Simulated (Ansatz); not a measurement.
# H_O in Li5AuO4 (C2/m): charge-transition levels and formation energies, part 2 of 2

Wanted: the transition levels of a hydrogen on a lattice site in Li5AuO4 (C2/m), from a cell of 80 host atoms with 1 O taken out and 1 H put in.

Ansatz; place-levels on PBEsol runs: charge-transition levels and formation energies with image-charge correction and potential alignment at the atomic sites.

So far: Starting point; Charge states; Placing the levels, PBEsol.

### Step 3. Placing the levels, PBEsol (continued)

Levels between the charges placed, in eV above the valence top:

|  | gap (eV) | (+2/+1) | (+1/0) | (0/−1) |
| --- | --- | --- | --- | --- |
| PBEsol | 2.05 | 0.00 | 1.71 | 2.28 |

Corrections by state:

```
charge  moment (μB)  image terms and alignment (eV)  band filling (eV)                                ε used  over the lowest of its charge, as the program ranks them, band filling apart (eV)
    +2          1.0                           0.668             -0.652  principal values (5.41, 8.74, 10.09)                                                                              0.000
    +1          0.0                           0.196                  -  principal values (5.41, 8.74, 10.09)                                                                              0.000
     0          1.0                           0.000                  -                                     -                                                                              0.000
    −1          0.0                           0.283             -0.016  principal values (5.41, 8.74, 10.09)                                                                              0.000
    −1          2.0                           0.223                  -  principal values (5.41, 8.74, 10.09)                                                                              0.110
```

The charged structures listed were also run neutral, and place-levels reads from each pair, by the potential or the spins, how wide the charge is by which they differ; that can be the carrier of either run.

| charge | rms radius (Å) | spread where it is widest against the cell (Å) | wide from (Å) | reading |
| --- | --- | --- | --- | --- |
| +2 | 6.3 | 3.87 | 1.59 | wide |
| +1 | 5.0 | 3.01 | 1.59 | wide |
| −1 | 3.0 | 1.89 | 1.63 | wide |

The neutral runs of these pairs need not share the spin of the lowest neutral state, and very wide values only mean spread over the cell.

From the program's caveats on the states, each cut to its opening words:

- charge +2 (1 μB): it parts from the run at its places by a charge that spreads by about 3.9 Å along one vector (1.6 Å or more is wide), by its potential at epsilon [[3.54, 0, [...]
- charge +2 (1 μB): a band-filling correction moves a carrier to the host's band edge, which changes its energy by -0.652 eV
- charge +2 (1 μB): its alignment with the host at atomic sites is doubtful: the mean over the far sites moves by +0.0645 eV from their farther parts to their nearer, more than [...]
- charge +2 (1 μB): its displacements don't fall off away from the defect: farther atoms stand 0.018 Å off the host's places
- charge +2 (1 μB): its moments are held at its close (magnetization.spin_locking), by a field of 0.018 eV a Bohr magneton, and its energy and levels are of the state that this [...]
- charge +1: it parts from the run at its places by a charge that spreads by about 3 Å along one vector (1.6 Å or more is wide), by its potential at epsilon [[3.54, 0, [...]
- charge +1: its displacements don't fall off away from the defect: farther atoms stand 0.014 Å off the host's places
- charge −1: it parts from the run at its places by a charge that spreads by about 1.9 Å along one vector (1.6 Å or more is wide), by the spins about the atoms, where the [...]
- charge −1: a band-filling correction moves a carrier to the host's band edge, which changes its energy by -0.016 eV
- charge −1: its alignment with the host at atomic sites is doubtful: the mean over the far sites moves by -0.0671 eV from their farther parts to their nearer, more than [...]
- charge −1: the far atoms show a dipole or second moment of the defect's charge, for which the correction takes or leaves out 0.104 eV: further moments aren't read, and [...]
- charge −1: its displacements don't fall off away from the defect: farther atoms stand 0.031 Å off the host's places
- charge −1 (2 μB): it parts from the run at its places by a charge that spreads by about 2.9 Å along one vector (1.6 Å or more is wide), by its potential at epsilon [[3.54, 0, [...]
- charge −1 (2 μB): its alignment with the host at atomic sites is doubtful: the mean over the far sites moves by -0.1092 eV from their farther parts to their nearer, more than [...]

Chemical potentials of the elements' reference phases, run alike. Formation energy by charge state (elemental references; gap 2.05 eV):

```
charge  at valence top (eV)  at conduction bottom (eV)  correction included (eV)
    +2                 1.68                       5.78                      0.02
    +1                 1.68                       3.73                      0.20
     0                 3.39                       3.39                      0.00
    −1                 5.67                       3.62                      0.27
```

(Fermi level (eV), lowest formation energy (eV)): (0.00, 1.68), (0.19, 1.86), (0.37, 2.05), (0.56, 2.24), (0.74, 2.42), (0.93, 2.61), (1.12, 2.80), (1.30, 2.98), (1.49, 3.17), (1.68, 3.35), (1.86, 3.39), (2.05, 3.39)

### Step 4. Effect of the sampling

The relaxations' own energies give the levels at their sampling, for comparison.

levels.relax_mesh.yaml

```yaml
host:
  run: host.relax.run
  levels_from: { run: edges.relax.run }
states: [qm1.relax.run, q0_M1.relax.run, qp1.relax.run, qp2_M1.relax.run, qm1_M2.relax.run]
chemical_potentials:
  O:
    energy: -558.282649
    dataset: "<sha256 of the dataset>"
  H:
    energy: -15.609288
    dataset: "<sha256 of the dataset>"
```

Run with:

```console
$ ansatz place-levels levels.relax_mesh.yaml -- --threads 4 --pin off --max-ram 7536MiB
```

What it wrote:

```text
[...]
(+1/0) 1.704 eV above the valence edge, 0.345 eV under the conduction edge
[...]
formation energy of charge +2: +1.670 eV with the Fermi level at the valence edge
formation energy of charge +1: +1.670 eV with the Fermi level at the valence edge
formation energy of charge 0: +3.375 eV with the Fermi level at the valence edge
formation energy of charge -1: +5.652 eV with the Fermi level at the valence edge
  edges by pbesol of host.levels_from (edges.relax.run), its mesh sampled to repeats of 28.19 Å (the valence edge +0.193 eV and the conduction edge -0.384 eV from those of the host's own run), gap 2.050 eV; the host is sampled to repeats of 13.29 Å
[... the lines on each state left out ...]
```

Wall time 0.19 s (4 threads of Arm Neoverse V1, shared host).

Levels between neighbouring charges, in eV above the valence top:

```csv
,gap (eV),(+2/+1),(+1/0),(0/−1)
"one point at (¼, ¼, ¼)",2.05,0.00,1.70,2.28
a 2×2×2 shifted mesh,2.05,0.00,1.71,2.28
```

Going from one point at (¼, ¼, ¼) to a 2×2×2 shifted mesh moves the levels that carry no band-filling term by up to 0.01 eV and formation energies against the elements by up to 0.02 eV; band-filling terms, which differ between samplings, are in these energies.

### Step 5. Outcome

| Item | Value |
| --- | --- |
| gap of the host | 2.05 eV (PBEsol) |
| level (plus 2/plus 1) | 0.00 eV above the valence top (-0.65 eV above the valence top without the band-filling term) |
| level (plus 1/0) | 1.71 eV above the valence top |
| level (0/minus 1) | 2.28 eV above the valence top, past the conduction bottom (2.30 eV above the valence top without the band-filling term) |
| lowest of the charges placed, just above the valence top (0.02 eV) | +1 |
| lowest of the charges placed, just below the conduction bottom (0.02 eV) | 0 |
| lowest formation energy at mid-gap of the charges run, elemental references | 2.70 eV |

In words: Of the charges placed (−1, 0, +1 and +2), the lowest changes at 1.71 eV (+1/0) above the valence top, in a gap of 2.05 eV. States placed: +2 at 1 μB; +1 at 0 μB; 0 at 1 μB; −1 at 0 μB and 2 μB. Other spin states or structures, where not listed, weren't placed. The program finds carriers beyond a band edge of the host and adds a band-filling term at charge −1 (-0.02 eV) and +2 (-0.65 eV); steps to such a charge show no bound level, and a defect level inside a band would be read the same way. H is taken at its element; compounds, which aren't counted here, bound the chemical potentials and would shift these formation energies. Going from one point at (¼, ¼, ¼) to a 2×2×2 shifted mesh moves the levels that carry no band-filling term by up to 0.01 eV and formation energies against the elements by up to 0.02 eV; band-filling terms, which differ between samplings, are in these energies. The program doubts the alignment of potentials for at least one state, a sign that the cell is small. What this leaves open: PBEsol makes the gap too small and tends to spread out bound carriers; where a gas molecule sets a chemical potential or the host's formation energy, its binding is uncorrected; spin–orbit coupling, which can matter with heavy atoms, is left out; force components of up to 0.13 eV/Å remain in a run at the final settings.

[Logs are printed without paths, hosts, clocks, repeated set-up lines and the standing remarks that a program may print on its own settings, such as how far it seeks lower states.]

[Hosts, paths, dates, database ids (printed as entryN), source tags and the programs' standing remarks are cut or masked in the printed files.]

[Where a table of states has a column of steps, it counts the stored structures, which are thinned; the runs took as many ionic steps or more.]

[A defect's name tells the site on which it was built; relaxed atoms can leave that site.]

[For some hosts the program warned that the k-mesh of the response run may be too coarse for force constants and the static dielectric constant; such warnings are not shown here.]
